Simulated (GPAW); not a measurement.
Records of electronic-structure calculations.

**KMgF3 (Pm-3m): G0W0 with GPAW, start to end**

Symmetry: Pm-3m, No. 221, cubic system. The conventional cell has a = 3.986 Å, b = 3.986 Å, c = 3.986 Å, α = 90.00°, β = 90.00°, γ = 90.00°. K has 12 F at 2.82 Å nearest. Nearest to Mg lie 6 F at 1.99 Å. Nearest to F lie 2 Mg at 1.99 Å and 4 K at 2.82 Å. Farther neighbours and most contacts between anions are not listed.

```
method               : DFT, PBE, plane waves, PAW (and 1 further level or step)
program              : GPAW 26.7.0
settings of one run  : cutoff 600 eV, GPAW PAW setups 1.2.1 data release, 4×4×4 k-mesh, nbands 301
cost                 : 4 runs, 2.2 min in all on 4 MPI ranks of Arm Neoverse V1, shared host (the runs of this entry)
notes                : The cell and positions come from the Crystallography Open Database and are kept as given unless a step says otherwise. Bands and cutoff are finite, so the gap is not at the basis limit. The miss can reach some tenths of an eV and take either sign; the mesh is an error of its own. The 4×4×4 mesh is coarse for this cell, which bears on the long-range parts of exchange and screening.
PBE gap              : 7.33 eV, indirect
G0W0 gap on the mesh : 11.07 eV
GW settings          : 4×4×4 mesh, 135 bands, screening to 96 eV, Godby-Needs plasmon pole
known limits         : not at the basis limit; coarse k mesh
```

G0W0 moves the gap on the mesh from 7.33 eV to 11.07 eV (+3.75 eV), with Z of 0.82 and 0.90 at the edges. Only 2 of the mesh's irreducible points were corrected, so a valley elsewhere could overtake.

[Paths, hosts, dates, memory and timing lines, banners, echoed tables and standing remarks are left out of the program output.]

[Logs are printed without paths, hosts, clocks, repeated set-up lines and the standing remarks that a program may print on its own settings, such as how far it seeks lower states.]

[Runs of the session that timed out or met a known fault of the program may be left out.]

[Hosts, paths, dates, database ids (printed as entryN), source tags and the programs' standing remarks are cut or masked in the printed files.]
